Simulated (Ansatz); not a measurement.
# Na on Pd(111): change of the work function

How does one ordered layer of Na (fcc site) change the work function of Pd(111), and what dipole does each adsorbate carry?

Program: Ansatz 0.2.0. Level of theory: plane-wave DFT, PBEsol, Ansatz PAW, in the first sound run; inputs show where later runs differ. Values are calculated unless marked as measured.

## Step 1: Starting point

The cell holds 4 atoms: 4 Pd. Its edges and angles: a = 2.751 Å, b = 2.751 Å, c = 24.738 Å, α = 90.0°, β = 90.0°, γ = 60.0°. Vacuum lies along c.

## Step 2: The clean slab

The bare slab comes first, as the zero from which every change is counted. The two lowest layers are held at bulk places and the upper ones relax. The dipole correction removes the false field that a one-sided slab makes across the periodic vacuum, so each face gets a flat vacuum level of its own.

input.yaml reads:

```yaml
crystal:
  lattice:
    - [2.7506453788, 0.0, 0.0]
    - [1.3753226894, 2.3821287749, 0.0]
    - [0.0, 0.0, 24.7376776414]
  atoms:
    - { symbol: Pd, position: [0.0, 0.0, 0.3638174986] }
    - { symbol: Pd, position: [0.3333333333, 0.3333333333, 0.4546058329] }
    - { symbol: Pd, position: [0.6666666667, 0.6666666667, 0.5453941671] }
    - { symbol: Pd, position: [0.0, 0.0, 0.6361825014] }
kpoints:
  mp_grid: { grid: [12, 12, 1] }
hamiltonian:
  xc: pbesol
scf:
  occupations: { method: fermi_dirac, width: 0.1 }
  convergence: { dr2_threshold: 1.0e-08 }
efield:
  axis: 3
  dipole_correction: true
  ramp_position: 0.97
  ramp_width: 0.06
relax:
  f_tol: 0.02
  max_steps: 60
  constraints: [{ sites: [0, 1] }]
output:
  write_potential: true
  write_density: true
  volumetric_format: npy
```

Command:

```console
> ansatz run input.yaml --threads 4 --pin off --max-ram 6144MiB --backend cpu --events-out ev --progress --plain --runs-dir out
```

The log of the run:

```text
Engine: ansatz 0.2.0, aarch64-unknown-linux-gnu
Pseudopotentials: kind: paw
Pseudopotential: Pd, paw, valence charge 18, recommended cutoff 420 eV (normal), Pd.paw.azcp
Functional definition: PBEsol
  exchange = pbesol_x
  correlation = pbesol_c
Crystal: 4 atoms, lattice volume = 162.091 Å³
Basis set: ecut = 420 eV, 3173 PW (Γ), exchange–correlation on 40×40×360 points (8 copies of the dense FFT grid, shifted against one another)
Bands: 44, of which v1, the nominal top of the filled ones, is band 36 counted from 1 (35 counted from 0)
Symmetry: 6 space group operations
k-points: 19 of 144 (time reversal used)
Non-local potential: Pd, projectors of the file, l = 0: 2, l = 1: 2, l = 2: 2, l = 3: 1
PAW form: soft (Blöchl's): semilocal exchange-correlation on the pseudo side does not see the compensation charge
PAW frozen core: Pd, regenerated for the run's functional, and the local potential with it (the file was generated under x = pbe(κ = 0.804, μ = 0.219515), c = pbe(β = 0.066725))
PAW one-centre angular grid: Pd, 590 points (default); XC on 64 Gauss nodes
Initial density: superposition of atomic densities (neutral atoms: chi_scale 0, normalization atom), corrected by the library's trained network
Initial wavefunctions: pseudopotential atomic-orbital guess
Functional: x = pbesol(κ = 0.804, μ = 0.123457), c = pbesol(β = 0.046)
SCF iter   1: F=—  HF=-27625.394385 eV  |F-HF|=—  |Δ(HF+E_count)|=         —  Δρ=1.30e-2  dr2=1.38e0  ethr=1.77e-3  p=0.000 e·Å  D=6.33e-14 V/Å  ΔV_dip=-0.00 eV  dr2_dipole=2.56e-8  V_vac-E_F(+/−)=4.93/4.93 eV  ⟨swp⟩=9.2  Hψ=3896  notcnv=0  defer=6
efield: sawtooth ramp at fractional position 0.9700 (set: `efield.ramp_position`, or a place that a band, a saddle search or an elastic batch's reference lends), width 0.0600; the density the first Hamiltonian is built on has a dipole p = 0.000 e·Å; the dipole correction subtracts the counter field D = 6.33e-14 V/Å, which shifts the + side's vacuum level by -0.00 eV against the − side's; the planar-averaged density in the ramp window peaks in size at 1.0e-5 e/Å³
preconditioner: auto → LDOS  [metal: Δε(μ)=0.011 eV  Ē_g=7.379 eV  σ=0.100 eV  W_gap=0.03  n_scr=18 (ndim 8)  ℏωp=18.4 eV  f_vac=0.591  D(μ)=8.48/eV (n_scr^D=102)  β→1.0]
SCF iter   2: F=—  HF=-27625.369617 eV  |F-HF|=—  |Δ(HF+E_count)|=   2.48e-2  Δρ=1.04e-2  dr2=2.70e-1  ethr=1.77e-3  p=0.000 e·Å  D=1.81e-5 V/Å  ΔV_dip=-0.00 eV  dr2_dipole=1.79e-9  V_vac-E_F(+/−)=5.39/5.39 eV  ⟨swp⟩=3.0  Hψ=1323  notcnv=0  defer=23
SCF iter   3: F=—  HF=-27625.342434 eV  |F-HF|=—  |Δ(HF+E_count)|=   2.72e-2  Δρ=3.95e-3  dr2=1.09e-1  ethr=3.75e-4  p=0.000 e·Å  D=1.08e-5 V/Å  ΔV_dip=-0.00 eV  dr2_dipole=1.07e-8  V_vac-E_F(+/−)=5.31/5.31 eV  ⟨swp⟩=2.1  Hψ=1275  notcnv=0  defer=23
SCF iter   4: F=—  HF=-27625.339519 eV  |F-HF|=—  |Δ(HF+E_count)|=   2.92e-3  Δρ=1.07e-3  dr2=5.31e-3  ethr=1.51e-4  p=-0.000 e·Å  D=-2.79e-6 V/Å  ΔV_dip=0.00 eV  dr2_dipole=1.35e-8  V_vac-E_F(+/−)=5.37/5.37 eV  ⟨swp⟩=1.6  Hψ=841  notcnv=0  defer=23
SCF iter   5: F=—  HF=-27625.339217 eV  |F-HF|=—  |Δ(HF+E_count)|=   3.02e-4  Δρ=5.05e-4  dr2=3.05e-4  ethr=7.37e-6  p=0.000 e·Å  D=5.49e-7 V/Å  ΔV_dip=-0.00 eV  dr2_dipole=4.51e-9  V_vac-E_F(+/−)=5.39/5.39 eV  ⟨swp⟩=2.1  Hψ=1191  notcnv=0  defer=23
SCF iter   6: F=—  HF=-27625.339508 eV  |F-HF|=—  |Δ(HF+E_count)|=   2.91e-4  Δρ=1.84e-4  dr2=5.62e-5  ethr=4.24e-7  p=0.000 e·Å  D=1.44e-6 V/Å  ΔV_dip=-0.00 eV  dr2_dipole=4.25e-11  V_vac-E_F(+/−)=5.38/5.38 eV  ⟨swp⟩=2.4  Hψ=1472  notcnv=0  defer=23
SCF iter   7: F=—  HF=-27625.339495 eV  |F-HF|=—  |Δ(HF+E_count)|=   1.24e-5  Δρ=3.24e-5  dr2=3.22e-6  ethr=7.81e-8  p=0.000 e·Å  D=2.93e-7 V/Å  ΔV_dip=-0.00 eV  dr2_dipole=7.75e-11  V_vac-E_F(+/−)=5.38/5.38 eV  ⟨swp⟩=2.3  Hψ=1379  notcnv=0  defer=23
SCF iter   8: F=—  HF=-27625.339497 eV  |F-HF|=—  |Δ(HF+E_count)|=   1.61e-6  Δρ=2.10e-5  dr2=1.05e-6  ethr=4.47e-9  p=0.000 e·Å  D=1.08e-7 V/Å  ΔV_dip=-0.00 eV  dr2_dipole=2.79e-11  V_vac-E_F(+/−)=5.38/5.38 eV  ⟨swp⟩=2.8  Hψ=1553  notcnv=0  defer=23
SCF iter   9: F=—  HF=-27625.339497 eV  |F-HF|=—  |Δ(HF+E_count)|=   3.84e-7  Δρ=5.50e-6  dr2=5.58e-8  ethr=1.46e-9  p=0.000 e·Å  D=1.19e-7 V/Å  ΔV_dip=-0.00 eV  dr2_dipole=1.67e-12  V_vac-E_F(+/−)=5.38/5.38 eV  ⟨swp⟩=2.1  Hψ=1199  notcnv=0  defer=23
SCF iter  10: F=-27625.339498 eV  HF=-27625.339498 eV  |F-HF|=5.12e-9  |Δ(HF+E_count)|=   1.37e-7  Δρ=1.57e-6  dr2=5.29e-9  ethr=1.39e-11  p=0.000 e·Å  D=1.76e-8 V/Å  ΔV_dip=-0.00 eV  dr2_dipole=2.12e-12  V_vac-E_F(+/−)=5.38/5.38 eV  ⟨swp⟩=10.0  Hψ=5893  notcnv=0
SCF 1 converged in 10 iterations: F = -27625.339498 eV  dr2 = 5.29e-9
  greatest PAW one-centre occupation: 0.999 electrons in one spin orbital (limit 2), on the Pd atom at site 0 (counted from 0), in its partial waves of l = 0
relax step   1: F+E_penalty+E_count = -27625.33949755 eV  Δ(F+E_penalty+E_count) = +0.000e0 eV  max|allowed force component| = 8.659e-2 eV/Å  Δτ_max = 0.0000 Å  (10 SCF iters, accepted)
Initial density: handed on by an earlier stage of this run
Initial wavefunctions: those handed on with the density
iter 1 solved again at ethr=2.02e-4 eV; its pass at ethr=3.10e-3 eV (dr2=1.45e-1 eV) is discarded
SCF iter   1: F=—  HF=-27625.354914 eV  |F-HF|=—  |Δ(HF+E_count)|=         —  Δρ=5.97e-3  dr2=1.21e-1  ethr=2.02e-4  p=-0.000 e·Å  D=-3.56e-7 V/Å  ΔV_dip=0.00 eV  dr2_dipole=2.26e-2  V_vac-E_F(+/−)=5.35/5.35 eV  ⟨swp⟩=1.5  Hψ=2945  notcnv=0  defer=23
efield: sawtooth ramp at fractional position 0.9700 (set: `efield.ramp_position`, or a place that a band, a saddle search or an elastic batch's reference lends), width 0.0600; the density the first Hamiltonian is built on has a dipole p = -0.000 e·Å; the dipole correction subtracts the counter field D = -3.56e-7 V/Å, which shifts the + side's vacuum level by +0.00 eV against the − side's; the planar-averaged density in the ramp window peaks in size at 2.2e-6 e/Å³
preconditioner: auto → LDOS  [metal: Δε(μ)=0.017 eV  Ē_g=7.582 eV  σ=0.100 eV  W_gap=0.04  n_scr=18 (ndim 8)  ℏωp=18.4 eV  f_vac=0.593  D(μ)=8.66/eV (n_scr^D=102)  β→1.0]
SCF iter   2: F=—  HF=-27625.354732 eV  |F-HF|=—  |Δ(HF+E_count)|=   1.82e-4  Δρ=4.27e-3  dr2=7.50e-2  ethr=1.68e-4  p=-0.005 e·Å  D=-6.06e-3 V/Å  ΔV_dip=0.15 eV  dr2_dipole=1.58e-2  V_vac-E_F(+/−)=5.52/5.37 eV  ⟨swp⟩=2.0  Hψ=1408  notcnv=0  defer=23
SCF iter   3: F=—  HF=-27625.342937 eV  |F-HF|=—  |Δ(HF+E_count)|=   1.18e-2  Δρ=1.31e-3  dr2=1.00e-2  ethr=1.04e-4  p=0.000 e·Å  D=2.01e-4 V/Å  ΔV_dip=-0.00 eV  dr2_dipole=2.03e-3  V_vac-E_F(+/−)=5.36/5.37 eV  ⟨swp⟩=2.0  Hψ=1315  notcnv=0  defer=23
[...]
SCF iter   8: F=—  HF=-27625.342167 eV  |F-HF|=—  |Δ(HF+E_count)|=   5.08e-7  Δρ=1.85e-5  dr2=1.41e-6  ethr=4.58e-9  p=0.000 e·Å  D=2.99e-4 V/Å  ΔV_dip=-0.01 eV  dr2_dipole=6.31e-9  V_vac-E_F(+/−)=5.36/5.37 eV  ⟨swp⟩=1.0  Hψ=813  notcnv=0  defer=23
SCF iter   9: F=—  HF=-27625.342167 eV  |F-HF|=—  |Δ(HF+E_count)|=   7.00e-8  Δρ=5.45e-6  dr2=1.55e-7  ethr=1.95e-9  p=0.000 e·Å  D=3.07e-4 V/Å  ΔV_dip=-0.01 eV  dr2_dipole=3.23e-9  V_vac-E_F(+/−)=5.36/5.37 eV  ⟨swp⟩=1.0  Hψ=813  notcnv=0  defer=23
SCF iter  10: F=-27625.342167 eV  HF=-27625.342167 eV  |F-HF|=3.45e-8  |Δ(HF+E_count)|=   1.26e-7  Δρ=1.88e-6  dr2=4.86e-9  ethr=1.39e-11  p=0.000 e·Å  D=3.10e-4 V/Å  ΔV_dip=-0.01 eV  dr2_dipole=2.21e-10  V_vac-E_F(+/−)=5.36/5.37 eV  ⟨swp⟩=8.6  Hψ=6142  notcnv=0
SCF 2 converged in 10 iterations: F = -27625.342167 eV  dr2 = 4.86e-9
  greatest PAW one-centre occupation: 0.999 electrons in one spin orbital (limit 2), on the Pd atom at site 3 (counted from 0), in its partial waves of l = 0
relax step   2: F+E_penalty+E_count = -27625.34216747 eV  Δ(F+E_penalty+E_count) = -2.670e-3 eV  max|allowed force component| = 4.265e-2 eV/Å  Δτ_max = 0.0658 Å  (10 SCF iters, accepted)
SCF iter   1: F=—  HF=-27625.343749 eV  |F-HF|=—  |Δ(HF+E_count)|=         —  Δρ=1.58e-3  dr2=5.49e-3  ethr=1.34e-4  p=0.000 e·Å  D=3.10e-4 V/Å  ΔV_dip=-0.01 eV  dr2_dipole=5.66e-4  V_vac-E_F(+/−)=5.37/5.37 eV  ⟨swp⟩=3.0  Hψ=1685  notcnv=0  defer=23
efield: sawtooth ramp at fractional position 0.9700 (set: `efield.ramp_position`, or a place that a band, a saddle search or an elastic batch's reference lends), width 0.0600; the density the first Hamiltonian is built on has a dipole p = 0.000 e·Å; the dipole correction subtracts the counter field D = 3.10e-4 V/Å, which shifts the + side's vacuum level by -0.01 eV against the − side's; the planar-averaged density in the ramp window peaks in size at 1.6e-6 e/Å³
preconditioner: auto → LDOS  [metal: Δε(μ)=0.017 eV  Ē_g=7.585 eV  σ=0.100 eV  W_gap=0.04  n_scr=18 (ndim 8)  ℏωp=18.4 eV  f_vac=0.593  D(μ)=8.68/eV (n_scr^D=102)  β→1.0]
SCF iter   2: F=—  HF=-27625.343651 eV  |F-HF|=—  |Δ(HF+E_count)|=   9.72e-5  Δρ=1.14e-3  dr2=5.52e-3  ethr=7.63e-6  p=0.002 e·Å  D=1.95e-3 V/Å  ΔV_dip=-0.05 eV  dr2_dipole=1.15e-3  V_vac-E_F(+/−)=5.33/5.37 eV  ⟨swp⟩=3.2  Hψ=1760  notcnv=0  defer=23
SCF iter   3: F=—  HF=-27625.342774 eV  |F-HF|=—  |Δ(HF+E_count)|=   8.77e-4  Δρ=3.42e-4  dr2=4.82e-4  ethr=7.63e-6  p=0.000 e·Å  D=6.30e-5 V/Å  ΔV_dip=-0.00 eV  dr2_dipole=5.39e-5  V_vac-E_F(+/−)=5.37/5.37 eV  ⟨swp⟩=2.0  Hψ=1267  notcnv=0  defer=23
SCF iter   4: F=—  HF=-27625.342746 eV  |F-HF|=—  |Δ(HF+E_count)|=   2.82e-5  Δρ=2.17e-4  dr2=1.17e-4  ethr=6.70e-7  p=0.000 e·Å  D=2.93e-4 V/Å  ΔV_dip=-0.01 eV  dr2_dipole=5.36e-8  V_vac-E_F(+/−)=5.36/5.37 eV  ⟨swp⟩=2.7  Hψ=1485  notcnv=0  defer=23
SCF iter   5: F=—  HF=-27625.342724 eV  |F-HF|=—  |Δ(HF+E_count)|=   2.26e-5  Δρ=5.30e-5  dr2=7.09e-6  ethr=1.63e-7  p=0.000 e·Å  D=2.57e-4 V/Å  ΔV_dip=-0.01 eV  dr2_dipole=3.51e-7  V_vac-E_F(+/−)=5.37/5.37 eV  ⟨swp⟩=2.1  Hψ=1232  notcnv=0  defer=23
SCF iter   6: F=—  HF=-27625.342719 eV  |F-HF|=—  |Δ(HF+E_count)|=   4.09e-6  Δρ=1.68e-5  dr2=1.43e-6  ethr=9.85e-9  p=0.000 e·Å  D=2.18e-4 V/Å  ΔV_dip=-0.01 eV  dr2_dipole=4.17e-8  V_vac-E_F(+/−)=5.37/5.37 eV  ⟨swp⟩=2.2  Hψ=1349  notcnv=0  defer=23
SCF iter   7: F=—  HF=-27625.342720 eV  |F-HF|=—  |Δ(HF+E_count)|=   4.56e-8  Δρ=1.04e-5  dr2=4.16e-7  ethr=1.99e-9  p=0.000 e·Å  D=2.06e-4 V/Å  ΔV_dip=-0.01 eV  dr2_dipole=1.05e-8  V_vac-E_F(+/−)=5.37/5.37 eV  ⟨swp⟩=2.3  Hψ=1315  notcnv=0  defer=23
SCF iter   8: F=—  HF=-27625.342720 eV  |F-HF|=—  |Δ(HF+E_count)|=   6.92e-8  Δρ=5.13e-6  dr2=1.48e-7  ethr=5.78e-10  p=0.000 e·Å  D=2.11e-4 V/Å  ΔV_dip=-0.01 eV  dr2_dipole=3.51e-10  V_vac-E_F(+/−)=5.37/5.37 eV  ⟨swp⟩=1.2  Hψ=868  notcnv=0  defer=23
SCF iter   9: F=—  HF=-27625.342720 eV  |F-HF|=—  |Δ(HF+E_count)|=   1.04e-8  Δρ=1.78e-6  dr2=1.03e-8  ethr=2.05e-10  p=0.000 e·Å  D=2.11e-4 V/Å  ΔV_dip=-0.01 eV  dr2_dipole=5.55e-10  V_vac-E_F(+/−)=5.37/5.37 eV  ⟨swp⟩=1.7  Hψ=964  notcnv=0  defer=23
SCF iter  10: F=-27625.342720 eV  HF=-27625.342720 eV  |F-HF|=6.37e-9  |Δ(HF+E_count)|=   3.47e-8  Δρ=5.35e-7  dr2=3.55e-10  ethr=1.39e-11  p=0.000 e·Å  D=2.11e-4 V/Å  ΔV_dip=-0.01 eV  dr2_dipole=1.85e-11  V_vac-E_F(+/−)=5.37/5.37 eV  ⟨swp⟩=9.2  Hψ=5206  notcnv=0
SCF 3 converged in 10 iterations: F = -27625.342720 eV  dr2 = 3.55e-10
relax step   3: F+E_penalty+E_count = -27625.34271964 eV  Δ(F+E_penalty+E_count) = -5.522e-4 eV  max|allowed force component| = 1.640e-3 eV/Å  Δτ_max = 0.0189 Å  (10 SCF iters, accepted)
NSCF: frozen V_eff on 19 k-points
the band table was solved once a step of the walk had ended and its energy, with any forces and stress, was formed, with the checks that follow a solve (4703 applications of the Hamiltonian). They found nothing against the state; the energy, forces and stress were not computed again (output.eigenvalues in the input reference)
WARN: The output density's exchange-correlation potential varies sharply where the density is thin. Do not read a vacuum level from v_tot or v_xc, or from such a field of the output density. On a cell that repeats whose density bears no net charge and no dipole along the vacuum's axis use v_es (v_loc + v_h of the components); under efield.dipole_correction with no amplitude use v_es + v_field, which holds any externa [...]
SCF converged after 10 iterations
Free energy (F): -27625.342720 eV
Harris-Foulkes:  -27625.342720 eV  (|F-HF|=6.37e-9)
Internal energy: -27625.067757 eV  (E = F + TS)
E sigma→0 (E₀):  -27625.205239 eV
Entropy (-TS):   -0.274962 eV (-68.741 meV/atom)
Fermi energy:    3.749666 eV
Dipole field:    D = 0.000217 V/Å  (p = 0.000195 e·Å, saw-weighted, corrected)
Work function:   Φ+ = 5.3664 eV   Φ− = 5.3718 eV
Levels:          The Fermi level and band energies are counted from a zero that moves with the ramp; work functions are not
--- Per-component energies (eV) ---
  E_band       = -1689.258392
  E_kinetic    = 2052.161704
  E_local      = -130808.957788  (includes V_loc(G=0)·N_el)
  E_nonlocal   = 878.154239
  E_hartree    = 64175.028388
  E_xc         = -668.272321
  E_vxc        = -841.344322  (∫ρ·V_xc dr)
  E_paw        = -14739.895986  (= ΣΔE_a)
  E_vpaw       = -1319.333094  (= ΣTr[D̂ρ^β])
  E_aug_tail   = 0.000886  (compensation charges beyond the density's cutoff)
  E_efield     = 0.000000  (sawtooth field / dipole correction)
  E_vefield    = 0.000306  (∫n·V_field dr)
  E_ewald      = 51485.503024
  E_core_change = 1.210096  (= ΣΔE_core)
  E_smearing   = -0.274962  (= −TS)
  E_closure    = -0.000000  (closes the sum)
  Σ components = -27625.342720   (vs F -27625.342720, Δ=0.00e0)
--- Forces (eV/Å), atoms counted from 1 ---
  atom   1  Pd     0.00000000    -0.00000000     0.08477699
  atom   2  Pd     0.00000000    -0.00000000    -0.08660854
  atom   3  Pd     0.00000000     0.00000000     0.00164019
  atom   4  Pd     0.00000000     0.00000000     0.00018468
  max |Σ_I F_I| component: 6.68e-6 eV/Å
--- Band table (eV; the first three rows and the last of 19) ---
  k-point 0: bands = [... 32 lower, 2.5084, 2.7605, 2.7605, 3.3106, 3.3106, 3.6777, 3.6777, 4.1544, ... 4 higher]
  k-point 1: bands = [... 32 lower, 2.4330, 2.7817, 2.7995, 2.9672, 3.3079, 3.4095, 3.6872, 4.7651, ... 4 higher]
  k-point 2: bands = [... 32 lower, 2.3505, 2.3688, 2.7420, 2.7890, 3.2986, 3.7099, 3.9011, 5.7447, ... 4 higher]
  k-point 18: bands = [... 32 lower, 3.1991, 3.4734, 3.5101, 3.5130, 9.9406, 10.1416, 10.1439, 10.9019, ... 4 higher]
--- Relaxed structure (3 steps of the walk, 3 accepted, 0 SCFs on fresh bases) ---
  F+E_penalty+E_count = -27625.34271964 eV   max|allowed force component| = 1.640e-3 eV/Å
  atoms:
    - { symbol: Pd, position: [0.0, 0.0, 0.3638174986] }
    - { symbol: Pd, position: [0.333333, 0.333333, 0.454606] }
    - { symbol: Pd, position: [0.666667, 0.666667, 0.544127] }
    - { symbol: Pd, position: [0, 0, 0.634287] }
```

It took 10 s on 4 threads of Arm Neoverse V2, shared host; peak memory 0.47 GiB; 37 s of CPU time.

The column dr2 measures how far the density is from self-consistency, as an energy; F and HF (Harris–Foulkes) agree once it is small.

The steps of the relaxation:

```csv
step,energy less that of the first step (eV),largest force component (eV/Å)
1,0.0000,0.0866
2,-0.0027,0.0426
3,-0.0032,0.0016
```

The run keeps the 6 symmetry operations that the program found, so distortions that break them were not tested.

The atoms that moved most (Å):

```csv
atom,dx,dy,dz,length
Pd4,0.000,0.000,-0.047,0.047
Pd3,0.000,0.000,-0.031,0.031
```

The relaxed structure:

```xyz
4
Lattice="2.7506 0.0000 0.0000 1.3753 2.3821 0.0000 0.0000 0.0000 24.7377" Properties=species:S:1:pos:R:3
Pd    0.0000    0.0000    9.0000
Pd    1.3753    0.7940   11.2459
Pd    2.7506    1.5881   13.4604
Pd    0.0000    0.0000   15.6908
```

Read from the output:

| Item | Value |
| --- | --- |
| energy at zero smearing | -27625.2052 eV |
| work function, upper face | 5.366 eV |
| dipole along the normal | 1.95e-4 e·Å |

Running mean over 2.246 Å of the planar mean; the ramp of the sawtooth is left out. Table of electron's electrostatic potential energy less the Fermi level by z:

```csv
z (Å),electron's electrostatic potential energy less the Fermi level (eV)
3.5,5.37
4.0,5.37
4.5,5.37
5.0,5.37
5.5,5.36
6.0,5.32
6.5,5.17
7.0,4.54
7.5,1.91
8.0,-3.01
8.5,-6.96
9.0,-8.17
9.5,-8.35
10.0,-8.41
10.5,-8.45
11.0,-8.53
11.5,-8.64
12.0,-8.83
12.5,-8.89
13.0,-8.72
13.5,-8.59
14.0,-8.58
14.5,-8.59
15.0,-8.51
15.5,-8.32
16.0,-7.69
16.5,-4.85
17.0,0.179
17.5,3.86
18.0,5.02
18.5,5.28
19.0,5.34
19.5,5.36
20.0,5.37
20.5,5.37
21.0,5.37
21.5,5.37
```

The relaxation took 3 steps and lowered the energy by 0.0032 eV; the largest force on the free atoms ends at 0.0016 eV/Å.

The work function of the upper face is 5.37 eV.

(Continued in part 2 of 4.)

[Long decimals in the printed logs are rounded to 6 places.]

[Logs are printed without paths, hosts, clocks, repeated set-up lines and the standing remarks that a program may print on its own settings, such as how far it seeks lower states.]

[Hosts, paths, dates, database ids (printed as entryN), source tags and the programs' standing remarks are cut or masked in the printed files.]

[Maps of the electrostatic potential energy from Ansatz leave out the sawtooth potential of an applied field or a dipole correction, so their vacuum need not be flat; planar profiles and work functions include it.]
